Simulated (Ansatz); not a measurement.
# Dielectric response of HfO2 (111) films, part 4 of 4

Wanted: ε of fluorite HfO2 (111) by finite fields on slabs, and the band edges against the vacuum where run.

Ansatz 0.2.0; plane-wave DFT, PBEsol, Ansatz PAW.

So far, gap on the k-mesh (eV): step 2 (relaxing the slab, 6 atoms, units 2) 4.41; step 14 (field on, atoms free, 9 atoms, units 3, field -0.05 V/Å) 4.10; step 16 (relaxation, 15 atoms, units 5) 3.89; step 17 (single point, 15 atoms, units 5, field 0.1 V/Å) 3.85; step 18 (atoms held, 15 atoms, units 5, field -0.1 V/Å) 3.85.

### 20. Relaxing in the field, 15 atoms, units 5, field 0.05 V/Å

This step: plane-wave DFT, PBEsol, Ansatz PAW (Ansatz 0.2.0).

The same pair of relaxations in the field for this thickness.

input.yaml

```yaml
crystal:
  lattice:
    - [3.5921024473, -2.9e-09, 0.0]
    - [-1.7960512211, 3.1108519738, 0.0]
    - [0.0, 0.0, 31.1982271537]
  atoms:
    - { symbol: O, position: [0.6666666667, 0.3333333333, 0.2917176991] }
    - { symbol: Hf, position: [0.3333333333, 0.6666666667, 0.3163039439] }
    - { symbol: O, position: [0.0, 0.0, 0.3391781166] }
    - { symbol: O, position: [0.3333333333, 0.6666666667, 0.3839953978] }
    - { symbol: Hf, position: [0.0, 0.0, 0.407189966] }
    - { symbol: O, position: [0.6666666667, 0.3333333333, 0.4300761409] }
    - { symbol: O, position: [0.0, 0.0, 0.4771644141] }
    - { symbol: Hf, position: [0.6666666667, 0.3333333333, 0.5000000003] }
    - { symbol: O, position: [0.3333333333, 0.6666666667, 0.5228355859] }
    - { symbol: O, position: [0.6666666667, 0.3333333333, 0.5699238589] }
    - { symbol: Hf, position: [0.3333333333, 0.6666666667, 0.5928100344] }
    - { symbol: O, position: [0.0, 0.0, 0.6160046017] }
    - { symbol: O, position: [0.3333333333, 0.6666666667, 0.6608218832] }
    - { symbol: Hf, position: [0.0, 0.0, 0.6836960562] }
    - { symbol: O, position: [0.6666666667, 0.3333333333, 0.7082823009] }
kpoints:
  mp_grid: { grid: [12, 12, 1] }
hamiltonian:
  xc: pbesol
scf:
  occupations: { method: fixed }
  convergence: { dr2_threshold: 1.0e-10 }
efield:
  axis: 3
  dipole_correction: true
  ramp_position: 0.97
  ramp_width: 0.06
  amplitude: 0.05
relax:
  f_tol: 0.0006
  max_steps: 70
output:
  write_potential: true
  write_density: true
  volumetric_format: npy
```

The run is started by

```console
$ ansatz run input.yaml --threads 4 --pin off --max-ram 12288MiB --backend cpu --events-out ev --progress --plain --runs-dir out
```

Numbers of over 12 decimals in the logs are rounded to 6 here.

Output:

```text
[...]
Crystal: 15 atoms, lattice volume = 348.625 Å³
Basis set: ecut = 420 eV, 6705 PW (Γ), exchange–correlation on 50×50×432 points (8 copies of the dense FFT grid, shifted against one another)
Bands: 114, of which v1, the nominal top of the filled ones, is band 95 counted from 1 (94 counted from 0)
Symmetry: 6 space group operations
k-points: 19 of 144 (time reversal used)
[...]
- { symbol: Hf, position: [0.666667, 0.333333, 0.500034] }
    - { symbol: O, position: [0.333333, 0.666667, 0.522825] }
    - { symbol: O, position: [0.666667, 0.333333, 0.569916] }
    - { symbol: Hf, position: [0.333333, 0.666667, 0.592846] }
    - { symbol: O, position: [0, 0, 0.616003] }
    - { symbol: O, position: [0.333333, 0.666667, 0.660811] }
    - { symbol: Hf, position: [0, 0, 0.683727] }
    - { symbol: O, position: [0.666667, 0.333333, 0.708239] }
[key lines of the parts left out:]
SCF converged after 5 iterations
Free energy (F): -83623.819103 eV
Fermi energy:    3.723269 eV
Dipole field:    D = 0.023350 V/Å  (p = 0.044987 e·Å, saw-weighted, corrected)
```

Run time: 1.9 min. Hardware: 4 threads of Arm Neoverse V1, shared host; peak memory 1.3 GiB; 7.7 min of CPU time.

The relaxation took 4 steps and lowered the energy by 1.8e-4 eV; the largest force on the free atoms ends at 5.7e-4 eV/Å.

The dipole is 0.0450 e·Å, and the gap on the mesh 3.889 eV.

### 21. Field on, atoms free, 15 atoms, units 5, field -0.05 V/Å

The opposite sign, again from the field-free geometry; the difference of the two cancels what relaxes without a field.

input.yaml: that of step 20 with these lines changed.

```diff
@@ -33,3 +33,3 @@
   ramp_width: 0.06
-  amplitude: 0.05
+  amplitude: -0.05
 relax:
```

Output:

```text
[...]
Crystal: 15 atoms, lattice volume = 348.625 Å³
Basis set: ecut = 420 eV, 6705 PW (Γ), exchange–correlation on 50×50×432 points (8 copies of the dense FFT grid, shifted against one another)
Bands: 114, of which v1, the nominal top of the filled ones, is band 95 counted from 1 (94 counted from 0)
Symmetry: 6 space group operations
k-points: 19 of 144 (time reversal used)
[...]
- { symbol: Hf, position: [0.666667, 0.333333, 0.499966] }
    - { symbol: O, position: [0.333333, 0.666667, 0.522846] }
    - { symbol: O, position: [0.666667, 0.333333, 0.569935] }
    - { symbol: Hf, position: [0.333333, 0.666667, 0.592777] }
    - { symbol: O, position: [0, 0, 0.616008] }
    - { symbol: O, position: [0.333333, 0.666667, 0.660834] }
    - { symbol: Hf, position: [0, 0, 0.683670] }
    - { symbol: O, position: [0.666667, 0.333333, 0.708331] }
[key lines of the parts left out:]
SCF converged after 5 iterations
Free energy (F): -83623.819103 eV
Fermi energy:    3.723269 eV
Dipole field:    D = -0.023350 V/Å  (p = -0.044987 e·Å, saw-weighted, corrected)
```

Wall time 1.9 min (4 threads); peak memory 1.3 GiB.

The relaxation took 4 steps and lowered the energy by 1.8e-4 eV; the largest force on the free atoms ends at 5.7e-4 eV/Å.

The dipole is -0.0450 e·Å, and the gap on the mesh 3.889 eV.

### 22. Response with the atoms relaxed, 15 atoms, units 5

This step: plane-wave DFT, PBEsol, Ansatz PAW; response to a field along the normal, atoms relaxed (Ansatz 0.2.0).

Local field over the applied field, running mean. From the potentials at -0.05 and 0.05 V/Å; running mean over 2.933 Å, taken twice. Local field over applied field against z:

| z (Å) | local field over applied field |
| --- | --- |
| 4.5 | 0.998 |
| 5.0 | 0.993 |
| 5.5 | 0.978 |
| 6.0 | 0.938 |
| 6.5 | 0.896 |
| 7.0 | 0.823 |
| 7.5 | 0.697 |
| 8.0 | 0.549 |
| 8.5 | 0.412 |
| 9.0 | 0.303 |
| 9.5 | 0.175 |
| 10.0 | 0.0786 |
| 10.5 | 0.0433 |
| 11.0 | 0.0340 |
| 11.5 | 0.0224 |
| 12.0 | 0.00781 |
| 12.5 | 0.0175 |
| 13.0 | 0.0269 |
| 13.5 | 0.0286 |
| 14.0 | 0.0285 |
| 14.5 | 0.0299 |
| 15.0 | 0.0310 |
| 15.5 | 0.0286 |
| 16.0 | 0.0302 |
| 16.5 | 0.0308 |
| 17.0 | 0.0287 |
| 17.5 | 0.0287 |
| 18.0 | 0.0275 |
| 18.5 | 0.0238 |
| 19.0 | 0.00880 |
| 19.5 | 0.0152 |
| 20.0 | 0.0307 |
| 20.5 | 0.0385 |
| 21.0 | 0.0597 |
| 21.5 | 0.128 |
| 22.0 | 0.254 |
| 22.5 | 0.368 |
| 23.0 | 0.491 |
| 23.5 | 0.639 |
| 24.0 | 0.778 |
| 24.5 | 0.873 |
| 25.0 | 0.922 |
| 25.5 | 0.964 |
| 26.0 | 0.989 |
| 26.5 | 0.997 |
| 27.0 | 0.999 |

The induced dipole is that of a conductor 14.57 Å thick.

### 23. Electronic ε from the series

This step: plane-wave DFT, PBEsol, Ansatz PAW; permittivity from the thickness series, atoms held (Ansatz 0.2.0).

Each added layer adds t(1 − 1/ε) to the dipole term, so the slope against thickness gives ε without a choice of where the film ends.

This step gave:

| Property | Result |
| --- | --- |
| slope | 0.8139 |
| intercept of the fit | 1.623 Å |
| ε of the interior | 5.374 |

The equivalent conductor thickness by distance between the outer atoms:

| distance between the outer atoms (Å) | equivalent conductor thickness (Å) |
| --- | --- |
| 4.31 | 5.14 |
| 7.22 | 7.50 |
| 13.00 | 12.2 |

By hand, from the thinnest and the thickest film: slope = (12.202 − 5.137) / (12.996 − 4.314) = 0.814, so ε = 1/(1 − 0.814) = 5.37.

### 24. Static ε from the series

This step: plane-wave DFT, PBEsol, Ansatz PAW; permittivity from the thickness series, atoms relaxed (Ansatz 0.2.0).

The same fit for the relaxed films. The nearer its slope lies to 1, the more ε hangs on small errors.

Numbers from this step:

```
slope                : 0.9728
intercept of the fit : 1.930 Å
ε of the interior    : 36.77
```

Equivalent conductor thickness against distance between the outer atoms:

| distance between the outer atoms (Å) | equivalent conductor thickness (Å) |
| --- | --- |
| 4.31 | 6.12 |
| 7.22 | 8.97 |
| 13.00 | 14.6 |

By hand, from the thinnest and the thickest film: slope = (14.570 − 6.120) / (12.996 − 4.313) = 0.973, so ε = 1/(1 − 0.973) = 37.3. One nm of such a film has the capacitance of 3.9/37.3 = 0.10 nm of SiO₂ (its equivalent oxide thickness).

### 25. A changed input

This step: plane-wave DFT, PBEsol, Ansatz PAW (Ansatz 0.2.0).

System of this step: HfO2 (111), 2 units. The cell holds 6 atoms: 4 O and 2 Hf. Cell: a = 3.592 Å, b = 3.592 Å, c = 22.399 Å, α = 90.0°, β = 90.0°, γ = 120.0°. It derives from HfO2 (fluorite HfO2). Vacuum lies along c.

An input spoilt on purpose, to show how the run answers: it repeats the earlier run at 0.1 V/Å, 2 units with efield.axis from 3 to 0, and scf.max_iter set to 75.

input.yaml

```yaml
crystal:
  lattice:
    - [3.5921024473, -2.9e-09, 0.0]
    - [-1.7960512211, 3.1108519738, 0.0]
    - [0.0, 0.0, 22.3994090512]
  atoms:
    - { symbol: O, position: [0.6666666667, 0.3333333333, 0.4037091595] }
    - { symbol: Hf, position: [0.3333333333, 0.6666666667, 0.4376377811] }
    - { symbol: O, position: [0.0, 0.0, 0.4699826665] }
    - { symbol: O, position: [0.3333333333, 0.6666666667, 0.5300173373] }
    - { symbol: Hf, position: [0.0, 0.0, 0.5623622133] }
    - { symbol: O, position: [0.6666666667, 0.3333333333, 0.5962908423] }
kpoints:
  mp_grid: { grid: [12, 12, 1] }
hamiltonian:
  xc: pbesol
scf:
  occupations: { method: fixed }
  convergence: { dr2_threshold: 1.0e-10 }
  max_iter: 75
efield:
  axis: 0
  dipole_correction: true
  ramp_position: 0.9396
  ramp_width: 0.1208
  amplitude: 0.1
output:
  write_potential: true
  write_density: true
  volumetric_format: npy
```

Output:

```text
Error: invalid value for `efield.axis`: must be in [1, 3]; got 0
```

It took 0.03 s on 4 threads; peak memory 0.03 GiB.

The program refused the input before any cycle.

The program's message: “Error: invalid value for `efield.axis`: must be in [1, 3]; got 0”

The fault put into the input: an axis of 0, outside the range 1 to 3.

### 26. Varying the input

Another changed input: it repeats the earlier run at 0.1 V/Å, 2 units with accuracy to low.

input.yaml: that of step 25 with these lines changed.

```diff
@@ -19,5 +19,4 @@
   convergence: { dr2_threshold: 1.0e-10 }
-  max_iter: 75
 efield:
-  axis: 0
+  axis: 3
   dipole_correction: true
@@ -30 +29,2 @@
   volumetric_format: npy
+accuracy: low
```

Output:

```text
[...]
Crystal: 6 atoms, lattice volume = 250.302 Å³
Basis set: ecut = 420 eV, 4803 PW (Γ)
Bands: 46, of which v1, the nominal top of the filled ones, is band 38 counted from 1 (37 counted from 0)
Symmetry: 6 space group operations
k-points: 19 of 144 (time reversal used)
[...]
SCF iter   1: F=—  HF=-33456.916519 eV  |F-HF|=—  |Δ(HF+E_count)|=         —  Δρ=9.96e-2  dr2=2.87e1  ethr=3.10e-3  p=0.039 e·Å  D=2.84e-2 V/Å  ΔV_dip=-0.64 eV  dr2_dipole=4.09e-4  V_vac-E_F(+/−)=12.30/11.04 eV  ⟨swp⟩=4.1  Hψ=2987  notcnv=0  defer=75
[...]
SCF iter  16: F=-33448.662528 eV  HF=-33448.662528 eV  |F-HF|=2.91e-11  |Δ(HF+E_count)|=  7.28e-12  Δρ=5.73e-8  dr2=5.88e-12  ethr=1.00e-12  p=0.032 e·Å  D=2.29e-2 V/Å  ΔV_dip=-0.51 eV  dr2_dipole=2.62e-16  V_vac-E_F(+/−)=7.41/6.03 eV  ⟨swp⟩=3.0  Hψ=1836  notcnv=0
SCF 1 converged in 16 iterations: F = -33448.662528 eV  dr2 = 5.88e-12
[...]
SCF converged after 16 iterations
[...]
Free energy (F): -33448.662528 eV
[...]
Internal energy: -33448.662528 eV  (E = F + TS)
E sigma→0 (E₀):  -33448.662528 eV
Fermi energy:    -0.950549 eV
Dipole field:    D = 0.022935 V/Å  (p = 0.031725 e·Å, saw-weighted, corrected)
Work function:   not extracted (applied field tilts the vacuum); planar V_es + V_field profile in the machine report
[...]
--- Band table (eV; the first three rows and the last of 19) ---
  k-point 0: bands = [... 34 lower, -1.8111, -1.8111, -1.3385, -1.3385, 3.4544, 3.4544, 3.8817, 3.9560, ... 4 higher]
  k-point 1: bands = [... 34 lower, -1.9480, -1.7218, -1.3592, -1.3087, 3.4634, 3.5059, 3.8913, 4.0568, ... 4 higher]
  k-point 2: bands = [... 34 lower, -2.0135, -1.5342, -1.3807, -1.3352, 3.5425, 3.6739, 3.9052, 4.2766, ... 4 higher]
  k-point 18: bands = [... 34 lower, -1.7816, -1.6530, -1.5985, -1.2522, 4.0431, 4.1013, 4.1332, 4.7474, ... 4 higher]
```

Run time: 10 s. Hardware: 4 threads; peak memory 0.64 GiB; 39 s of CPU time.

| quantity | this run | earlier run | difference |
| --- | --- | --- | --- |
| dipole along the normal (e·Å) | 0.03172 | 0.03172 | 0 |
| gap on the k-mesh (eV) | 4.405 | 4.405 | 0 |

Nothing in the table moves by 0.01 in its unit (for the dipole 0.5 % and 5e-5 e·Å).

The change did no harm here.

### 27. Results

* electronic ε from the thickness series: 5.37
* static ε from the thickness series: 36.8
* local electronic ε, middle of 5 units: 5.35

The films give an electronic ε of 5.37 and a static ε of 36.8. The slope of the series and the field inside the thickest film give 5.37 and 5.35, in agreement. Ions raise ε from 5.37 to 36.8. A static value this large rests on a slope near 1, so small errors in the relaxed forces change it much, and it depends strongly on the in-plane lattice constant. The in-plane lattice constants are held at typed bulk values. Semilocal functionals tend to overestimate the electronic ε a little.

[Logs are printed without paths, hosts, clocks, repeated set-up lines and the standing remarks that a program may print on its own settings, such as how far it seeks lower states.]

[Hosts, paths, dates, database ids (printed as entryN), source tags and the programs' standing remarks are cut or masked in the printed files.]

[Maps of the electrostatic potential energy from Ansatz leave out the sawtooth potential of an applied field or a dipole correction, so their vacuum need not be flat; planar profiles and work functions include it.]
